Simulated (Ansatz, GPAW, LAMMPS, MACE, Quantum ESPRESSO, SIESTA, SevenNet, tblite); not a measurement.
# GPAW on rapidly quenched Si24Mg76 (at. %) (110 atoms): settings against a plane-wave reference

Wanted: GPAW inputs and outputs for rapidly quenched Si24Mg76 (at. %) (110 atoms), checked against a plane-wave reference.

Main program and level: GPAW 26.7.0; the method is named at each step.

## (1) The structure

The cell holds 110 atoms: 26 Si and 84 Mg. Cell: a = 13.533 Å, b = 13.533 Å, c = 13.533 Å, α = 90.0°, β = 90.0°, γ = 90.0°. 110 atoms (26 Si, 84 Mg) placed at random at 1.75 g/cm³, melted at 2000 K for 10 ps at fixed volume with the MEAM Al-Si-Mg-Cu-Fe potential (Jelinek et al., Phys. Rev. B 85, 245102 (2012)). Quenched from 2000 K to 300 K at 5 K/ps and zero pressure, held 5 ps.

The yardstick, on the same geometry:

| Property | Result |
| --- | --- |
| method | Kohn-Sham DFT, PBE, PAW, plane waves (Ansatz 0.2.0); cutoff 420 eV, Γ point, fermi-dirac smearing of 0.05 eV; PAW set soft_2 |
| r.m.s. force component | 0.3333 eV/Å |
| longest force | 1.45 eV/Å |
| pressure | -1.248 GPa |
| SCF cycles | 9 |
| time | 49 s on 4 threads of Arm Neoverse V2, shared host |
| CPU time | 3.1 min |

## (2) PBE, LCAO dzp, h 0.2 Å

Method: Kohn-Sham DFT, PBE, PAW, atomic orbitals (dzp).

Input file run.py:

```python
import numpy as np
from ase.io import read
from gpaw import GPAW, FermiDirac
from ase.parallel import parprint as print

atoms = read("structure.xyz")
atoms.calc = GPAW(
    mode="lcao",
    basis="dzp",
    h=0.2,
    xc="PBE",
    kpts={"size": (1, 1, 1), "gamma": True},
    occupations=FermiDirac(0.05),
    maxiter=200,
    symmetry={"point_group": False},
    txt="gpaw.txt",
)
energy = atoms.get_potential_energy(force_consistent=True)
forces = atoms.get_forces()
print(f"energy {energy:.6f} eV")
print("forces (eV/A)")
for i, (a, f) in enumerate(zip(atoms, forces)):
    print(f"{i:4d} {a.symbol:2s} {f[0]:10.5f} {f[1]:10.5f} {f[2]:10.5f}")
print(f"Fermi level {atoms.calc.get_fermi_level():.4f} eV")
for k in range(len(atoms.calc.get_ibz_k_points())):
    for s in range(atoms.calc.get_number_of_spins()):
        e = atoms.calc.get_eigenvalues(kpt=k, spin=s)
        n = np.searchsorted(e, atoms.calc.get_fermi_level())
        print(f"k {k} spin {s} levels about the Fermi level:", np.round(e[max(n - 6, 0):n], 4).tolist(), "|", np.round(e[n:n + 6], 4).tolist())
```

Input file structure.xyz:

```xyz
110
Lattice="13.53281 0.00000 0.00000 0.00000 13.53281 0.00000 0.00000 0.00000 13.53281" Properties=species:S:1:pos:R:3 pbc="T T T"
Si 2.56244 12.27751 9.59747
Si 6.23226 12.58308 9.11164
Si 12.96606 9.26429 11.71914
Si 6.62418 7.31029 9.52656
Si 9.44468 1.83045 11.00745
Si 9.93484 1.51216 6.38153
Si 12.92627 0.76460 4.46380
Si 12.98690 10.06597 6.36191
Si 2.24239 2.52630 7.25169
Si 4.48450 6.16122 0.34901
Si 1.80325 10.46966 2.26539
Si 12.05936 0.34103 1.78998
Si 6.06270 8.48900 1.44909
Si 11.27242 8.80187 1.62719
Si 6.33714 0.90156 13.52564
Si 4.21033 9.49665 6.80213
Si 10.43298 11.13074 9.74444
Si 0.96814 6.88143 9.12883
Si 5.56577 3.71273 9.10569
Si 3.84981 6.46435 4.98779
Si 2.11166 2.51372 2.02640
Si 9.29163 4.44201 1.70906
Si 5.07250 1.44923 3.29876
Si 9.08336 11.60466 4.91282
Si 7.85918 8.86900 5.53641
Si 10.71677 7.89721 11.43387
Mg 10.56804 9.07402 4.20681
Mg 4.70942 12.52651 11.73024
Mg 1.81204 7.77027 6.19207
Mg 8.99824 6.29682 6.12982
Mg 10.51161 10.32242 12.59918
Mg 6.97792 11.32087 13.39112
Mg 4.85070 1.92788 6.15337
Mg 12.61150 11.53401 3.78540
Mg 4.53918 12.40566 7.11203
Mg 2.36743 0.96340 4.77519
Mg 1.72476 6.09937 3.41798
Mg 1.27587 13.21195 2.37650
Mg 5.44398 6.14890 2.78952
Mg 4.94949 8.74030 4.32928
Mg 10.31796 3.09008 8.72149
Mg 6.11074 7.20852 6.68670
Mg 1.35585 12.72003 12.39348
Mg 8.32444 6.63635 3.15314
Mg 8.14364 9.61533 11.02532
Mg 4.80266 3.20971 1.12931
Mg 8.64584 12.46845 7.61532
Mg 0.46336 8.25068 0.70168
Mg 9.96082 4.78940 11.45390
Mg 11.55404 12.56088 6.40264
Mg 4.04049 10.23162 0.40247
Mg 2.31235 4.46190 13.23346
Mg 6.91662 4.12859 6.71972
Mg 3.88987 4.69534 7.08064
Mg 13.07933 6.53026 11.54119
Mg 2.10070 9.95419 11.46026
[... 50 atom lines left out ...]
Mg 1.65439 9.68733 8.43568
Mg 2.48449 7.18335 11.71765
Mg 3.18021 8.02103 1.67861
Mg 10.09236 0.43454 3.78905
```

Started as:

```console
OMP_NUM_THREADS=1 mpirun -np 2 gpaw python run.py > output.txt
```

Output:

```text
energy -236.995278 eV
forces (eV/A)
   0 Si   -0.63015    0.11049    0.02149
   1 Si    0.58122    0.26228    0.32228
   2 Si   -0.30846    0.09404    0.23116
   3 Si    0.39581    1.31882    0.54942
   4 Si    0.06762   -0.12388    0.34238
   5 Si   -0.01023   -0.04534    0.45204
   6 Si    0.13306   -0.52906   -0.19801
   7 Si    0.01346   -0.19776   -0.09572
   8 Si    0.04388   -0.30158   -0.51508
   9 Si    0.27619   -0.30394   -0.94436
  10 Si   -0.32237   -0.45986   -0.28012
  11 Si   -0.51788   -0.44709   -0.04925
  12 Si   -0.49958   -0.42969   -0.45383
  13 Si    0.03839    0.34153    0.04428
  14 Si    0.11771    0.14804    0.00142
  15 Si   -0.34120    0.24824    0.66066
  16 Si   -0.34724   -0.05985   -0.46982
  17 Si    0.13728    0.09581   -0.48485
  18 Si    0.00463   -1.03533   -0.29300
  19 Si    0.14136   -0.58397    0.00295
  20 Si    0.68856    0.38583    0.39809
  21 Si   -0.15313   -0.06884   -0.15863
  22 Si   -0.07630   -0.21768    0.28779
  23 Si    0.44835   -0.04673   -0.28110
[...]
102 Mg   -0.10729   -0.01365    0.77647
 103 Mg   -0.01076   -0.18970    0.34074
 104 Mg   -0.13474    0.02071    0.28086
 105 Mg   -0.16755   -0.33530   -0.17458
 106 Mg    0.34298    0.04182   -0.25785
 107 Mg    0.34251   -0.40678    0.24629
 108 Mg   -0.06870   -0.28444    0.54459
 109 Mg   -0.28979   -0.31122    0.05779
Fermi level 3.9922 eV
k 0 spin 0 levels about the Fermi level: [3.7756, 3.8109, 3.8675, 3.9197, 3.9358, 3.9742] | [4.0012, 4.0288, 4.1008, 4.1525, 4.181, 4.2107]
```

gpaw.txt:

```text
Input parameters:
  mode=LCAO(),
  basis={'default': 'dzp'},
  h=0.2,
  kpts=MonkhorstPack(size=(1, 1, 1), gamma=True),
  maxiter=200,
  occupations=Occupations(name='fermi-dirac', width=0.05, fixmagmom=False),
  symmetry=Symmetry(point_group=False),
  xc=XC(name='PBE')
Unit cell  # Å
| periodic |         x |         y |         z |   lengths |    angles |
|----------|-----------|-----------|-----------|-----------|-----------|
|      yes | 13.532810 |  0.000000 |  0.000000 | 13.532810 | 90.000000 |
|      yes |  0.000000 | 13.532810 |  0.000000 | 13.532810 | 90.000000 |
|      yes |  0.000000 |  0.000000 | 13.532810 | 13.532810 | 90.000000 |
Number of symmetries: 1
Symmetry operations  # r_c * U_cc + t_c -> r_c
|   | kind |            matrix            |
|---|------|------------------------------|
| 0 |  E   |  1, 0, 0,  0, 1, 0,  0, 0, 1 |
BZ-sampling:
  Number of BZ points: 1
  Number of IBZ points: 1
  Monkhorst-Pack size: [1, 1, 1]
  Monkhorst-Pack shift: [0, 0, 0]
[... lines left out ...]
Reference energy: -662815.121154  # eV
eigensolver:
density mixing:
  MSR1-Mixer
occupation numbers:
  Fermi-Dirac:
    width: 0.0500  # eV
FastPoissonSolver using
    Stencil: 6*3+1=19 point O(h^6) finite-difference Laplacian
xc functional:
  name: PBE with 2 nearest neighbor stencil
interpolation: tri-quintic # 5. degree polynomial
Initialization done in: 9.601 s
convergence criteria:
- Maximum [total energy] change in last 3 cyles: 0.0005 eV / valence electron
- Maximum integral of absolute [dens]ity change: 0.0001 electrons / valence electron
- Maximum integral of absolute [eigenst]ate change: 4e-08 eV^2 / valence electron
maximum number of iterations: 200
SCF iterations
|iter     |      energy | eigst |  dens |
|---------|-------------|-------|-------|
|iter:   1| -240.223111 |      c|       |
|iter:   2| -239.241365 |      c| -1.39 |
|iter:   3| -257.864642 |      c| -1.42 |
|iter:   4| -265.588212 |      c| -1.36 |
|iter:   5| -237.805816 |      c| -1.29 |
|iter:   6| -240.323126 |      c| -1.90 |
|iter:   7| -237.099715 |      c| -1.75 |
|iter:   8| -236.863951 |      c| -2.24 |
|iter:   9| -236.921059c|      c| -2.51 |
|iter:  10| -236.788245c|      c| -2.46 |
|iter:  11| -236.815968c|      c| -2.93 |
[...]
|iter:  15| -236.779579c|      c| -3.85 |
|iter:  16| -236.779383c|      c| -3.69 |
|iter:  17| -236.779381c|      c| -4.17c|
Converged in 17 steps
SCF loop duration: 492.080 s (28.946 s/step)
Energy contributions relative to reference atoms: (reference = -662815.121154)
Energy contributions:
  Kinetic:         377.112506
  Coulomb:        -220.051343
  Zero:              0.151119
  External:          0.000000
  Xc:             -393.775767
  Entropy:          -0.431794
  Spinorbit:         0.000000
  ----------------------------
  Free energy:    -236.995278
  Extrapolated:   -236.779381
dipole moment: (46.518923, -34.346109, -69.014572)  # |e|*Ang
Fermi level: 3.992
Eigenvalues  # (at kpt = [0.000, 0.000, 0.000])
| band index |      eig [eV] | occ [0-2] |
|------------|---------------|-----------|
|          0 |       -72.534 |     2.000 |
|        ... |               |           |
|        464 |         3.705 |     1.994 |
|        465 |         3.725 |     1.990 |
[...]
|        479 |         4.294 |     0.005 |
|        ... |               |           |
|        570 |         7.681 |     0.000 |
Gap: 0.027 eV
Transition (v -> c):
  (s=0, k=0, n=471, [0.00, 0.00, 0.00]) -> (s=0, k=0, n=472, [0.00, 0.00, 0.00])
No difference between direct/indirect transitions
Force computation time: 81.230  # s
```

It took 9.7 min on 2 MPI ranks of Arm Neoverse V2, shared host; peak memory 3.7 GiB; 19 min of CPU time.

Banners, paths, timers and routine set-up lines are dropped from the logs unmarked, and long logs keep their key lines alone; longer cuts are marked.

Against the reference:

```
r.m.s. force component                  : 0.3508 eV/Å
r.m.s. difference of force components   : 35.35 meV/Å
longest difference of force vectors     : 119.1 meV/Å
force difference over r.m.s. force      : 10.6 %
slope of forces against the reference's : 1.048
correlation of force components         : 0.996
```

Length of the force difference by element (eV/Å):

```csv
element,atoms,mean,most
Mg,84,0.061,0.12
Si,26,0.035,0.088
```

Local excerpt of 9 atoms (numbers count through the whole input) about Si4, which bears the longest force; x, y, z are measured from there.

```csv
atom,x,y,z,distance (Å),bonds,Fx,Fy,Fz (eV/Å)
Si4,0.00,0.00,0.00,0.00,8,0.40,1.32,0.55
Mg87,1.25,-2.23,-0.16,2.56,8,0.33,-0.94,-0.01
Mg75,-2.52,0.06,-0.52,2.58,11,-0.78,0.35,-0.15
Mg105,-1.09,0.92,2.41,2.79,10,-0.13,0.02,0.28
Mg70,2.76,0.11,-0.50,2.81,9,-0.02,0.50,-0.07
Mg42,-0.51,-0.10,-2.84,2.89,10,-0.30,-0.08,0.25
Mg58,-1.07,-2.15,1.68,2.93,9,-0.18,0.43,1.02
Mg80,0.49,2.70,-1.28,3.03,11,0.06,-0.61,-0.37
Mg45,1.52,2.31,1.50,3.14,10,-0.04,-0.35,-0.36
```

Atoms are counted from 1 here, from 0 in the log.

Forces lie 11 % from the reference's, at 6.2 times its CPU time (on 2 against 4 cores).

## (3) PBE, LCAO szp(dzp), h 0.2 Å

Method: Kohn-Sham DFT, PBE, PAW, atomic orbitals (szp(dzp)).

Changes to run.py since step 2:

```diff
@@ -3,3 +3,2 @@
 from gpaw import GPAW, FermiDirac
-from ase.parallel import parprint as print
 
@@ -8,3 +7,3 @@
     mode="lcao",
-    basis="dzp",
+    basis="szp(dzp)",
     h=0.2,
```

structure.xyz is that of step 2.

Started as:

```console
OMP_NUM_THREADS=1 python run.py > output.txt
```

Output:

```text
energy -217.702455 eV
forces (eV/A)
   0 Si   -0.65224    0.15442    0.00934
   1 Si    0.58917    0.25368    0.32186
   2 Si   -0.36895    0.08260    0.26336
   3 Si    0.39835    1.30887    0.57527
   4 Si    0.03476   -0.13450    0.31661
   5 Si   -0.01335   -0.03681    0.43555
   6 Si    0.13865   -0.54282   -0.20658
   7 Si   -0.02445   -0.15814   -0.08503
   8 Si    0.08775   -0.29141   -0.53069
   9 Si    0.25837   -0.30630   -0.92708
  10 Si   -0.30579   -0.45387   -0.29146
  11 Si   -0.52711   -0.41294   -0.02295
[...]
105 Mg   -0.12951   -0.33786   -0.18995
 106 Mg    0.32989    0.01437   -0.26783
 107 Mg    0.29002   -0.39774    0.26098
 108 Mg   -0.08681   -0.30848    0.50888
 109 Mg   -0.33737   -0.30173    0.03667
Fermi level 4.0767 eV
k 0 spin 0 levels about the Fermi level: [3.8458, 3.8911, 3.9248, 4.0063, 4.0253, 4.0572] | [4.0879, 4.1109, 4.1963, 4.2346, 4.2626, 4.3085]
```

gpaw.txt:

```text
Input parameters:
  mode=LCAO(),
  basis={'default': 'szp(dzp)'},
  h=0.2,
  kpts=MonkhorstPack(size=(1, 1, 1), gamma=True),
  maxiter=200,
  occupations=Occupations(name='fermi-dirac', width=0.05, fixmagmom=False),
  symmetry=Symmetry(point_group=False),
  xc=XC(name='PBE')
[... lines left out ...]
  Fermi-Dirac:
[... lines left out ...]
convergence criteria:
- Maximum [total energy] change in last 3 cyles: 0.0005 eV / valence electron
[... lines left out ...]
Converged in 17 steps
[... lines left out ...]
  Free energy:    -217.702455
[... lines left out ...]
Fermi level: 4.077
[... lines left out ...]
|          0 |       -72.984 |     2.000 |
|        ... |               |           |
|        464 |         3.781 |     1.995 |
|        465 |         3.796 |     1.993 |
[...]
|        479 |         4.382 |     0.004 |
|        ... |               |           |
|        570 |         8.042 |     0.000 |
Gap: 0.031 eV
Transition (v -> c):
  (s=0, k=0, n=471, [0.00, 0.00, 0.00]) -> (s=0, k=0, n=472, [0.00, 0.00, 0.00])
No difference between direct/indirect transitions
Force computation time: 73.681  # s
timing:  # [seconds]
  Total:  602.569  # ━━━━━━━━━━━━━━━━━━━━━━━━━━━━━━━━━━━━━━━━━━━━━━━━━━━━━━━━
  Init:    19.548  # ━━
  SCF:    509.305  # ━━━━━━━━━━━━━━━━━━━━━━━━━━━━━━━━━━━━━━━━━━━━━━━╸
  Forces:  73.681  # ━━━━━━━
```

Elapsed: 10 min, on 1 thread; peak memory 2.7 GiB.

Compared with the plane-wave run:

```
r.m.s. force component                  : 0.3535 eV/Å
r.m.s. difference of force components   : 53.95 meV/Å
longest difference of force vectors     : 199.2 meV/Å
force difference over r.m.s. force      : 16.19 %
slope of forces against the reference's : 1.049
correlation of force components         : 0.9894
```

This is a coarse setting, run to see what it loses.

Against the first run (11 %), the force difference from the reference is 16 %, at 0.52 times the CPU time (on 1 against 2 cores), with 1158 basis functions against 1934: the smaller basis costs accuracy.

## (4) PBE, LCAO dzp, h 0.22 Å

Method: Kohn-Sham DFT, PBE, PAW, atomic orbitals (dzp).

Changes to run.py since step 3:

```diff
@@ -7,4 +7,4 @@
     mode="lcao",
-    basis="szp(dzp)",
-    h=0.2,
+    basis="dzp",
+    h=0.22,
     xc="PBE",
```

structure.xyz is that of step 3.

Output:

```text
energy -236.610951 eV
forces (eV/A)
   0 Si   -0.62913    0.11179    0.02217
   1 Si    0.57333    0.26157    0.31856
   2 Si   -0.30551    0.09489    0.23058
   3 Si    0.40008    1.31824    0.54791
   4 Si    0.07170   -0.12641    0.34504
   5 Si   -0.01243   -0.04056    0.45178
   6 Si    0.13249   -0.52814   -0.20007
   7 Si    0.01808   -0.19511   -0.09718
   8 Si    0.04420   -0.30452   -0.51350
   9 Si    0.28016   -0.30545   -0.94304
  10 Si   -0.32105   -0.46415   -0.28083
  11 Si   -0.51551   -0.44721   -0.05236
[...]
105 Mg   -0.16846   -0.33572   -0.17431
 106 Mg    0.33448    0.04353   -0.26377
 107 Mg    0.34134   -0.40328    0.24665
 108 Mg   -0.06792   -0.28715    0.54431
 109 Mg   -0.28525   -0.31225    0.06523
Fermi level 3.9922 eV
k 0 spin 0 levels about the Fermi level: [3.7757, 3.8109, 3.8676, 3.9197, 3.9358, 3.9742] | [4.0012, 4.0289, 4.1008, 4.1525, 4.181, 4.2108]
```

gpaw.txt:

```text
Input parameters:
  mode=LCAO(),
  basis={'default': 'dzp'},
  h=0.22,
  kpts=MonkhorstPack(size=(1, 1, 1), gamma=True),
  maxiter=200,
  occupations=Occupations(name='fermi-dirac', width=0.05, fixmagmom=False),
  symmetry=Symmetry(point_group=False),
  xc=XC(name='PBE')
[... lines left out ...]
  Fermi-Dirac:
[... lines left out ...]
convergence criteria:
- Maximum [total energy] change in last 3 cyles: 0.0005 eV / valence electron
[... lines left out ...]
Converged in 17 steps
[... lines left out ...]
  Free energy:    -236.610951
[... lines left out ...]
Fermi level: 3.992
[... lines left out ...]
|          0 |       -72.534 |     2.000 |
|        ... |               |           |
|        464 |         3.705 |     1.994 |
|        465 |         3.725 |     1.990 |
[...]
|        479 |         4.294 |     0.005 |
|        ... |               |           |
|        570 |         7.681 |     0.000 |
Gap: 0.027 eV
Transition (v -> c):
  (s=0, k=0, n=471, [0.00, 0.00, 0.00]) -> (s=0, k=0, n=472, [0.00, 0.00, 0.00])
No difference between direct/indirect transitions
Force computation time: 108.182  # s
timing:  # [seconds]
  Total:  820.214  # ━━━━━━━━━━━━━━━━━━━━━━━━━━━━━━━━━━━━━━━━━━━━━━━━━━━━━━━━
  Init:    20.672  # ━╸
  SCF:    691.324  # ━━━━━━━━━━━━━━━━━━━━━━━━━━━━━━━━━━━━━━━━━━━━━━━
  Forces: 108.182  # ━━━━━━━╸
```

Wall time 14 min (1 thread); peak memory 2.1 GiB.

Numbers from this run, and their distance from the reference:

- r.m.s. force component: 0.3508 eV/Å
- r.m.s. difference of force components: 35.28 meV/Å
- longest difference of force vectors: 119.8 meV/Å
- force difference over r.m.s. force: 10.58 %
- slope of forces against the reference's: 1.048
- correlation of force components: 0.996
- energy less the same-level run's: 3.494 meV/atom
- r.m.s. force difference from the same-level run: 2.948 meV/Å

This is a coarse setting, run to see what it loses.

Against the first run (11 %), the force difference from the reference is 11 %, at 0.70 times the CPU time (on 1 against 2 cores): the change moves forces by 2.9 meV/Å r.m.s., so most of the difference comes from elsewhere.

(Part 1 of 2 ends here.)

[Also dropped from logs without a mark: logging warnings of Python, and SIESTA's first energy breakdown and zero terms.]

[Logs are printed without paths, hosts, clocks, repeated set-up lines and the standing remarks that a program may print on its own settings, such as how far it seeks lower states.]

[Hosts, paths, dates, database ids (printed as entryN), source tags and the programs' standing remarks are cut or masked in the printed files.]
